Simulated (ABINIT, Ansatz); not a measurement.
# SnTe2 (Fm-3m): zone-centre phonons

Aim: the zone-centre modes of SnTe2 (Fm-3m).

Calculated with ABINIT 10.8.3; DFT LDA, scalar-relativistic, plane waves, HGH norm-conserving pseudopotentials.

The structure was built from a prototype and need not be the compound's stable phase.

## (1) The structure

Symmetry: Fm-3m, No. 225, cubic system. Conventional cell: a = 7.242 Å, b = 7.242 Å, c = 7.242 Å, α = 90.00°, β = 90.00°, γ = 90.00°. Sn has 8 Te at 3.14 Å nearest. Te has 4 Sn at 3.14 Å nearest. Farther neighbours and most contacts between anions are not listed.

As a file:

```cif
data_structure
_symmetry_space_group_name_H-M 'P 1'
_symmetry_Int_Tables_number 1
_cell_length_a 5.1211
_cell_length_b 5.1211
_cell_length_c 5.1211
_cell_angle_alpha 60.000
_cell_angle_beta 60.000
_cell_angle_gamma 60.000
_cell_volume 94.97
loop_
_atom_site_label
_atom_site_type_symbol
_atom_site_fract_x
_atom_site_fract_y
_atom_site_fract_z
_atom_site_occupancy
Sn1 Sn 0.00000 0.00000 0.00000 1
Te2 Te 0.75000 0.75000 0.75000 1
Te3 Te 0.25000 0.25000 0.25000 1
```

## (2) Relaxation

The harmonic expansion needs vanishing forces, and a free crystal bears no stress, so cell and atoms are brought to rest. Stress is more sensitive to the basis than forces are: the last 3 Ha under the cutoff are smoothed with ecutsm.

The starting cell comes from a relaxation made beforehand in Ansatz (LDA, PseudoDojo NC).

File relax.abi:

```
# relaxation
ionmov 2
optcell 2
dilatmx 1.08
ntime 40
tolmxf 1.0d-05
tolvrs 1.0d-14
prtwf 0
prtden 0
chksymtnons 0

# basis, mesh and filling
ecut 26.0
ecutsm 3.0
ixc 7
ngkpt 6 6 6
nshiftk 1
shiftk 0.0 0.0 0.0
istwfk *1
occopt 6
tsmear 0.01
nband 14
nstep 100
diemac 1000000.0
prtebands 0
prtgsr 0
useylm 1

# cell and atoms
acell 9.677444127 9.677444127 9.677444127
rprim 
    -0.7071067812 0.0 0.7071067812
    0.0 0.7071067812 0.7071067812
    -0.7071067812 0.7071067812 0.0
ntypat 2
znucl 50 52
natom 3
typat 1 2 2
xred 
    0.0 0.0 0.0
    0.75 0.75 0.75
    0.25 0.25 0.25
pp_dirpath "./pseudo"
pseudos "Sn.hgh, Te.hgh"
```

Command:

```bash
> OMP_NUM_THREADS=1 mpirun -n 4 abinit relax.abi > relax.log
```

Numbers of over 12 decimals in the logs are rounded to 6 here.

relax.abo, the main output file:

```text
[banners, grids, parts of the stress and lines that vanish by symmetry left out]
- input  file    -> relax.abi
- output file    -> relax.abo
- root for input  files -> relaxi
[...]
Symmetries : space group Fm -3 m (#225); Bravais cF (face-center cubic)
[...]
mpw =        5132          nfft =      110592          nkpt =          16
[...]
== DATASET  1 ==================================================================
[...]
cutoff_energies: {ecut:  26.0, pawecutdg:  -1.0, }
[...]
Exchange-correlation functional for the present dataset will be:
  LDA: Perdew-Wang 92 LSD fit to Ceperley-Alder data - ixc=7
[...]
ETOT  1  -20.022927252401    -2.002E+01 2.600E-02 3.372E+01
 ETOT  2  -20.038522094421    -1.559E-02 2.853E-03 2.276E+00
 ETOT  3  -20.038652615578    -1.305E-04 1.341E-03 4.085E-01
 ETOT  4  -20.038669530497    -1.691E-05 6.562E-04 5.942E-02
 ETOT  5  -20.038672300607    -2.770E-06 3.620E-04 8.927E-05
[...]
At SCF step   10       vres2   =  3.60E-15 < tolvrs=  1.00E-14 =>converged.
[...]
sigma(1 1)= -1.49070544E-06  sigma(3 2)=  0.00000000E+00
  sigma(2 2)= -1.49070544E-06  sigma(3 1)=  0.00000000E+00
  sigma(3 3)= -1.49070544E-06  sigma(2 1)=  0.00000000E+00
[...]
convergence: {deltae: -1.421E-14, res2:  3.597E-15, residm:  1.284E-05, diffor: null, }
etotal    :  -2.00386723E+01
[...]
ETOT  1  -20.038672420941    -2.004E+01 7.844E-06 4.230E-05
[...]
At SCF step    7       vres2   =  1.41E-15 < tolvrs=  1.00E-14 =>converged.
[...]
sigma(1 1)= -1.28124870E-06  sigma(3 2)=  0.00000000E+00
  sigma(2 2)= -1.28124870E-06  sigma(3 1)=  0.00000000E+00
  sigma(3 3)= -1.28124870E-06  sigma(2 1)=  0.00000000E+00
[...]
convergence: {deltae:  4.583E-13, res2:  1.411E-15, residm:  1.459E-05, diffor: null, }
etotal    :  -2.00386724E+01
[...]
ETOT  1  -20.038672640652    -2.004E+01 1.358E-05 1.587E-03
[...]
ETOT  7  -20.038672761794    -1.741E-13 3.617E-06 5.130E-14
 ETOT  8  -20.038672761794     6.857E-13 8.315E-06 4.247E-16
 At SCF step    8       vres2   =  4.25E-16 < tolvrs=  1.00E-14 =>converged.
[...]
sigma(1 1)= -1.96481782E-09  sigma(3 2)=  0.00000000E+00
  sigma(2 2)= -1.96481782E-09  sigma(3 1)=  0.00000000E+00
  sigma(3 3)= -1.96481782E-09  sigma(2 1)=  0.00000000E+00
[...]
convergence: {deltae:  6.857E-13, res2:  4.247E-16, residm:  8.315E-06, diffor: null, }
etotal    :  -2.00386728E+01
[...]
At Broyd/MD step   3, gradients are converged :
[...]
sigma(1 1)= -1.96481782E-09  sigma(3 2)=  0.00000000E+00
  sigma(2 2)= -1.96481782E-09  sigma(3 1)=  0.00000000E+00
  sigma(3 3)= -1.96481782E-09  sigma(2 1)=  0.00000000E+00
[...]
- sigma(1 1)= -5.78069361E-05  sigma(3 2)=  0.00000000E+00
- sigma(2 2)= -5.78069360E-05  sigma(3 1)=  0.00000000E+00
- sigma(3 3)= -5.78069361E-05  sigma(2 1)=  0.00000000E+00
[...]
fcart     -0.0000000000E+00 -0.0000000000E+00 -0.0000000000E+00
           strten     -1.9648178223E-09 -1.9648178189E-09 -1.9648178215E-09
================================================================================

[key lines of the parts left out:]
pressure_GPa:   5.7807E-05
Total energy (etotal) [Ha]= -2.00386727617938E+01
```

It took 29 s on 4 MPI ranks of Intel Xeon at 2.70GHz, shared host; 1.9 min of CPU time.

Little changed from the start: no atom moved by 0.005 Å and no cell edge by 0.1 %.

Numbers from this step:

```yaml
volume_per_atom: 31.69 Å³
pressure: 5.78e-5 GPa
gap_on_the_k_mesh: 0 eV
```

## (3) Self-consistent run for the response

The response is built on these wavefunctions, so the potential is converged far more tightly than an energy would need. ecutsm is kept as in the relaxation, so that the cell stays at rest. Occupations are smeared.

File gs.abi:

```
# ground state
tolvrs 1.0d-16
prtden 1
prtwf 1

# basis, mesh and filling
ecut 26.0
ecutsm 3.0
ixc 7
ngkpt 6 6 6
nshiftk 1
shiftk 0.0 0.0 0.0
istwfk *1
occopt 6
tsmear 0.01
nband 14
nstep 100
diemac 1000000.0
prtebands 0
prtgsr 0
useylm 1

# cell and atoms
acell 9.680526803 9.680526803 9.680526803
rprim 
    -0.7071067812 0.0 0.7071067812
    0.0 0.7071067812 0.7071067812
    -0.7071067812 0.7071067812 0.0
ntypat 2
znucl 50 52
natom 3
typat 1 2 2
xred 
    0.0 0.0 0.0
    0.75 0.75 0.75
    0.25 0.25 0.25
pp_dirpath "./pseudo"
pseudos "Sn.hgh, Te.hgh"
```

Command:

```bash
> OMP_NUM_THREADS=1 mpirun -n 4 abinit gs.abi > gs.log
```

gs.abo, the main output file:

```text
[banners, grids, parts of the stress and lines that vanish by symmetry left out]
- input  file    -> gs.abi
- output file    -> gs.abo
- root for input  files -> gsi
[...]
Symmetries : space group Fm -3 m (#225); Bravais cF (face-center cubic)
[...]
mpw =        4092          nfft =      110592          nkpt =          16
[...]
== DATASET  1 ==================================================================
[...]
cutoff_energies: {ecut:  26.0, pawecutdg:  -1.0, }
[...]
Exchange-correlation functional for the present dataset will be:
  LDA: Perdew-Wang 92 LSD fit to Ceperley-Alder data - ixc=7
[...]
ETOT  1  -20.022802957063    -2.002E+01 3.570E-02 3.355E+01
 ETOT  2  -20.038518783043    -1.572E-02 1.955E-03 2.337E+00
 ETOT  3  -20.038652496104    -1.337E-04 2.755E-04 4.229E-01
 ETOT  4  -20.038669950361    -1.745E-05 1.189E-04 6.017E-02
 ETOT  5  -20.038672757128    -2.807E-06 3.099E-05 9.791E-05
[...]
ETOT 10  -20.038672761797    -3.553E-15 6.105E-06 3.131E-15
 ETOT 11  -20.038672761797    -2.061E-13 5.274E-06 3.373E-17
 At SCF step   11       vres2   =  3.37E-17 < tolvrs=  1.00E-16 =>converged.
[...]
sigma(1 1)= -1.96711799E-09  sigma(3 2)=  0.00000000E+00
  sigma(2 2)= -1.96711799E-09  sigma(3 1)=  0.00000000E+00
  sigma(3 3)= -1.96711800E-09  sigma(2 1)=  0.00000000E+00
[...]
convergence: {deltae: -2.061E-13, res2:  3.373E-17, residm:  5.274E-06, diffor: null, }
etotal    :  -2.00386728E+01
[...]
sigma(1 1)= -1.96711799E-09  sigma(3 2)=  0.00000000E+00
  sigma(2 2)= -1.96711799E-09  sigma(3 1)=  0.00000000E+00
  sigma(3 3)= -1.96711800E-09  sigma(2 1)=  0.00000000E+00
[...]
- sigma(1 1)= -5.78746095E-05  sigma(3 2)=  0.00000000E+00
- sigma(2 2)= -5.78746095E-05  sigma(3 1)=  0.00000000E+00
- sigma(3 3)= -5.78746096E-05  sigma(2 1)=  0.00000000E+00
[...]
fcart     -0.0000000000E+00 -0.0000000000E+00 -0.0000000000E+00
           strten     -1.9671179937E-09 -1.9671179937E-09 -1.9671179980E-09
================================================================================

[key lines of the parts left out:]
pressure_GPa:   5.7875E-05
```

Elapsed: 11 s, on 4 MPI ranks; 45 s of CPU time.

This step gave:

```
pressure : 5.79e-5 GPa
```

The cell stands at 5.8e-5 GPa, close enough for phonons.

## (4) Zone-centre response

At q = 0 one unit cell holds all displacements. The response is solved for single atoms along the cell's directions, and symmetry skips those that follow from others. The crystal is treated as a metal, which screens a static field, so no field response is asked.

File dfpt_gamma.abi:

```

# common to the responses
getwfk_filepath "gso_WFK"
kptopt 2
nqpt 1
qpt 0.0 0.0 0.0
asr 0
chneut 0

# displacements
rfphon 1
rfatpol 1 3
rfdir 1 1 1
tolvrs 1.0d-10
prtwf 0

# basis, mesh and filling
ecut 26.0
ecutsm 3.0
ixc 7
ngkpt 6 6 6
nshiftk 1
shiftk 0.0 0.0 0.0
istwfk *1
occopt 6
tsmear 0.01
nband 14
nstep 100
diemac 1000000.0
prtebands 0
prtgsr 0
useylm 1

# cell and atoms
acell 9.680526803 9.680526803 9.680526803
rprim 
    -0.7071067812 0.0 0.7071067812
    0.0 0.7071067812 0.7071067812
    -0.7071067812 0.7071067812 0.0
ntypat 2
znucl 50 52
natom 3
typat 1 2 2
xred 
    0.0 0.0 0.0
    0.75 0.75 0.75
    0.25 0.25 0.25
pp_dirpath "./pseudo"
pseudos "Sn.hgh, Te.hgh"
```

Command:

```bash
> OMP_NUM_THREADS=1 mpirun -n 4 abinit dfpt_gamma.abi > dfpt_gamma.log
```

dfpt_gamma.abo, the main output file:

```text
[banners, grids, parts of the stress and lines that vanish by symmetry left out]
- input  file    -> dfpt_gamma.abi
- output file    -> dfpt_gamma.abo
- root for input  files -> dfpt_gammai
- root for output files -> dfpt_gammao

 Symmetries : space group Fm -3 m (#225); Bravais cF (face-center cubic)
================================================================================
 Values of the parameters that define the memory need of the present run (RF).
     intxc =       0      iscf =       7    lmnmax =      14     lnmax =       6
     mgfft =      48  mpssoang =       3    mqgrid =    3001     natom =       3
  nloc_mem =       1    nspden =       1   nspinor =       1    nsppol =       1
      nsym =      48    n1xccc =       0    ntypat =       2    occopt =       6
   xclevel =       1
-    mband =          14        mffmem =           1         mkmem =          28
-   mkqmem =          28        mk1mem =          28           mpw =        4092
      nfft =      110592          nkpt =         112
- my_mband =          14
================================================================================
================================================================================

--------------------------------------------------------------------------------
------------- Echo of variables that govern the present computation ------------
--------------------------------------------------------------------------------
-
- outvars: echo of selected default values
-   iomode0 =  0 , fftalg0 =312 , wfoptalg0 =  0
-
- outvars: echo of global parameters not present in the input file
-  max_nthreads =    1
-
 -outvars: echo values of preprocessed input variables
 [... echo left out ...]
================================================================================

 chkinp: Checking input parameters for consistency.

[...]
== DATASET  1 ==================================================================
-   mpi_nproc: 4, omp_nthreads: 1 (-1 if OMP is not activated)

--- !DatasetInfo
iteration_state: {dtset: 1, }
dimensions: {natom: 3, nkpt: 112, mband: 14, nsppol: 1, nspinor: 1, nspden: 1, mpw: 4092, }
cutoff_energies: {ecut:  26.0, pawecutdg:  -1.0, }
electrons: {nelect:   1.60000000E+01, charge:   0.00000000E+00, occopt:   6.00000000E+00, tsmear:   1.00000000E-02, }
meta: {optdriver: 1, rfphon: 1, }
...

 mkfilename: getwfk from: gso_WFK

 Exchange-correlation functional for the present dataset will be:
  LDA: Perdew-Wang 92 LSD fit to Ceperley-Alder data - ixc=7
 Citation for XC functional:
  J.P.Perdew and Y.Wang, PRB 45, 13244 (1992)

 Real(R)+Recip(G) space primitive vectors, cartesian coordinates (Bohr,Bohr^-1):
 R(1)= -6.8451661  0.0000000  6.8451661  G(1)= -0.0730442 -0.0730442  0.0730442
 R(2)=  0.0000000  6.8451661  6.8451661  G(2)=  0.0730442  0.0730442  0.0730442
 R(3)= -6.8451661  6.8451661  0.0000000  G(3)= -0.0730442  0.0730442 -0.0730442
 Unit cell volume ucvol=  6.4147831E+02 bohr^3
 Angles (23,13,12)=  6.00000000E+01  6.00000000E+01  6.00000000E+01 degrees
 setup1 : take into account q-point for computing boxcut.

 getcut: wavevector=  0.0000  0.0000  0.0000  ngfft=  48  48  48
         ecut(hartree)=     26.000   => boxcut(ratio)=   2.16018

--- Pseudopotential description ------------------------------------------------
- pspini: atom type   1  psp file is ./pseudo/Sn.hgh

- pspini: atom type   2  psp file is ./pseudo/Te.hgh

   1.70274819E+03                                ecore*ucvol(ha*bohr**3)
--------------------------------------------------------------------------------

 ==>  initialize data related to q vector <==

 The list of irreducible perturbations for this q vector is:
    1)    idir= 1    ipert=   1
    2)    idir= 1    ipert=   2

[...]
The perturbation idir=   2  ipert=   1 is
 symmetric of a previously calculated perturbation.
 So, its SCF calculation is not needed.

 The perturbation idir=   3  ipert=   1 is
 symmetric of a previously calculated perturbation.
 So, its SCF calculation is not needed.

 The perturbation idir=   2  ipert=   2 is
 symmetric of a previously calculated perturbation.
 So, its SCF calculation is not needed.

 The perturbation idir=   3  ipert=   2 is
 symmetric of a previously calculated perturbation.
 So, its SCF calculation is not needed.

 The perturbation idir=   1  ipert=   3 is
 symmetric of a previously calculated perturbation.
 So, its SCF calculation is not needed.

 The perturbation idir=   2  ipert=   3 is
 symmetric of a previously calculated perturbation.
 So, its SCF calculation is not needed.

 The perturbation idir=   3  ipert=   3 is
 symmetric of a previously calculated perturbation.
 So, its SCF calculation is not needed.

--------------------------------------------------------------------------------
 Perturbation wavevector (in red.coord.)   0.000000  0.000000  0.000000
 Perturbation : displacement of atom   1   along direction   1
 Found     4 symmetries that leave the perturbation invariant.

[...]
dfpt_looppert : total number of electrons, from k and k+q
  fully or partially occupied states are    1.600000E+01 and    1.600000E+01.
 Initialisation of the first-order wave-functions :
  ireadwf=   0

--- !BeginCycle
iteration_state: {dtset: 1, }
solver: {iscf: 7, nstep: 100, nline: 4, wfoptalg: 0, }
tolerances: {tolvrs: 1.00E-10, }
...

     iter   2DEtotal(Ha)        deltaE(Ha) residm    vres2
-ETOT  1   27.195850592269     -8.496E+01 2.354E+00 1.184E+05
 ETOT  2   2.101951     -2.509E+01 3.981E-02 9.436E+02
 ETOT  3   1.969937     -1.320E-01 1.834E-03 9.934E+01
 ETOT  4   1.957583     -1.235E-02 3.588E-05 3.178E+00
 ETOT  5   1.957238     -3.444E-04 3.341E-06 3.129E-02
[...]
At SCF step    9       vres2   =  6.27E-11 < tolvrs=  1.00E-10 =>converged.
[...]
Mean square residual over all n,k,spin=   14.819E-15; max=  73.138E-13

 Thirteen components of 2nd-order total energy (hartree) are
 1,2,3: 0th-order hamiltonian combined with 1st-order wavefunctions
     kin0=   9.49461327E+01 eigvalue=   5.54232680E+00  local=  -2.77762755E+01
 4,5,6: 1st-order hamiltonian combined with 1st and 0th-order wfs
 loc psp =  -9.67758945E+01  Hartree=   1.89228102E+01     xc=  -9.92454885E+00
 note that "loc psp" includes a xc core correction that could be resolved
 7,8,9: eventually, occupation + non-local contributions
    edocc=   8.46294126E+00     enl0=   2.00301102E+01   enl1=  -1.23631098E+02
 1-9 gives the relaxation energy (to be shifted if some occ is /=2.0)
   erelax=  -1.10203496E+02
 10,11,12 Non-relaxation  contributions : frozen-wavefunctions and Ewald
 fr.local=   2.28103188E+01 fr.nonlo=   5.99775775E+01  Ewald=   2.93728341E+01
 13,14 Frozen wf xc core corrections (1) and (2)
 frxc 1  =   0.00000000E+00  frxc 2 =   0.00000000E+00
 Resulting in :
 2DEtotal=    0.1957234729E+01 Ha. Also 2DEtotal=    0.532590701800E+02 eV
    (2DErelax=   -1.1020349574E+02 Ha. 2DEnonrelax=    1.1216073047E+02 Ha)
    (  non-var. 2DEtotal :    1.9572341780E+00 Ha)

[...]
Perturbation wavevector (in red.coord.)   0.000000  0.000000  0.000000
 Perturbation : displacement of atom   2   along direction   1
 Found     2 symmetries that leave the perturbation invariant.

--------------------------------------------------------------------------------

--------------------------------------------------------------------------------

 dfpt_looppert : total number of electrons, from k and k+q
  fully or partially occupied states are    1.600000E+01 and    1.600000E+01.
 Initialisation of the first-order wave-functions :
  ireadwf=   0

--- !BeginCycle
iteration_state: {dtset: 1, }
solver: {iscf: 7, nstep: 100, nline: 4, wfoptalg: 0, }
tolerances: {tolvrs: 1.00E-10, }
...

     iter   2DEtotal(Ha)        deltaE(Ha) residm    vres2
-ETOT  1   106.74867990007     -2.345E+02 1.819E+00 4.989E+05
[...]
ETOT 10   1.922980     -8.532E-11 1.171E-11 1.436E-09
 ETOT 11   1.922980      4.832E-12 2.161E-12 1.853E-11

 At SCF step   11       vres2   =  1.85E-11 < tolvrs=  1.00E-10 =>converged.
[...]
Mean square residual over all n,k,spin=   52.600E-16; max=  21.611E-13

 Thirteen components of 2nd-order total energy (hartree) are
 1,2,3: 0th-order hamiltonian combined with 1st-order wavefunctions
     kin0=   2.79978359E+02 eigvalue=   1.68649977E+01  local=  -6.99810305E+01
 4,5,6: 1st-order hamiltonian combined with 1st and 0th-order wfs
 loc psp =  -4.06436174E+02  Hartree=   7.45841863E+01     xc=  -3.15206297E+01
 note that "loc psp" includes a xc core correction that could be resolved
 7,8,9: eventually, occupation + non-local contributions
    edocc=   2.00182836E+01     enl0=   4.93646593E+01   enl1=  -2.72181478E+02
 1-9 gives the relaxation energy (to be shifted if some occ is /=2.0)
   erelax=  -3.39308826E+02
 10,11,12 Non-relaxation  contributions : frozen-wavefunctions and Ewald
 fr.local=   1.68800661E+02 fr.nonlo=   1.35715102E+02  Ewald=   3.67160427E+01
 13,14 Frozen wf xc core corrections (1) and (2)
 frxc 1  =   0.00000000E+00  frxc 2 =   0.00000000E+00
 Resulting in :
 2DEtotal=    0.1922980202E+01 Ha. Also 2DEtotal=    0.523269570138E+02 eV
    (2DErelax=   -3.3930882583E+02 Ha. 2DEnonrelax=    3.4123180603E+02 Ha)
    (  non-var. 2DEtotal :    1.9229801566E+00 Ha)

[...]
---- first-order wavefunction calculations are completed ----

 ==> Compute Derivative Database <==

 [... matrices left out ...]
  Phonon wavevector (reduced coordinates) :  0.00000  0.00000  0.00000
 Phonon energies in Hartree :
  -3.162930E-06 -3.162930E-06 -3.162928E-06  3.626990E-04  3.626990E-04
   3.626990E-04  3.760451E-04  3.760451E-04  3.760451E-04
 Phonon frequencies in cm-1    :
- -6.941829E-01 -6.941828E-01 -6.941826E-01  7.960324E+01  7.960324E+01
-  7.960324E+01  8.253237E+01  8.253237E+01  8.253237E+01

== END DATASET(S) ==============================================================
================================================================================

 -outvars: echo values of variables after computation
            acell      9.6805268030E+00  9.6805268030E+00  9.6805268030E+00 Bohr
           etotal      1.9229802018E+00
            fcart      0.0000000000E+00  0.0000000000E+00  0.0000000000E+00
           strten      0.0000000000E+00  0.0000000000E+00  0.0000000000E+00
================================================================================
```

Wall time 84 s (4 MPI ranks); 5.6 min of CPU time.

Read from the output:

```
largest acoustic frequency at the zone centre before the sum rule : -0.69 cm⁻¹
highest optical zone-centre mode (no LO-TO term)                  : 82.53 cm⁻¹
lowest optical zone-centre mode                                   : 79.6 cm⁻¹
```

The acoustic modes at Γ come out as far as 0.7 cm⁻¹ from zero, where they should vanish, a small numerical error.

(Part 1 of 2 ends here.)

[Host names and launcher messages were left out of these logs when they were recorded.]

[Logs are printed without paths, hosts, clocks, repeated set-up lines and the standing remarks that a program may print on its own settings, such as how far it seeks lower states.]

[Hosts, paths, dates, database ids (printed as entryN), source tags and the programs' standing remarks are cut or masked in the printed files.]
